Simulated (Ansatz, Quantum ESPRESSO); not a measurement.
# H-SiC-H chair, 1 layer: the energy at a withheld member of a series

**Set-up.** Quantum ESPRESSO 7.5, PBE, GBRV ultrasoft. Cell and atoms are first relaxed; each strained cell is then held and the atoms relax in it. A periodic run with 15 Å of vacuum in the starting cell and a dipole correction gives the vacuum levels, and bands follow along a path. The series steps biaxial strain. Energies count from the lowest.

| biaxial strain | energy (eV) |
| --- | --- |
| -4 % | 0.1375 |
| -3 % | 0.0758 |
| -2 % | 0.0330 |
| -1 % | 0.0081 |
| 0 % | 0.0000 |
| 1 % | 0.0076 |
| 3 % | 0.0658 |
| 4 % | 0.1145 |

**Question.** What is the energy at 2 %?

**Fit.** The rows at 1 % and 3 % give a slope of (0.0658 − (0.0076))/(3 − (1)) = 0.0291, so a straight line gives 0.0367 eV. A parabola through these and the row at 0 % gives 0.0295 eV.

**Check.** 0.0299 eV. The line misses by +0.0068 and the parabola by −0.0004 eV. The parabola does better.

**Limits.** Semilocal gaps are too small; the 1×1 cell can't ripple over many cells under compression as a free sheet would. No spin-orbit coupling.
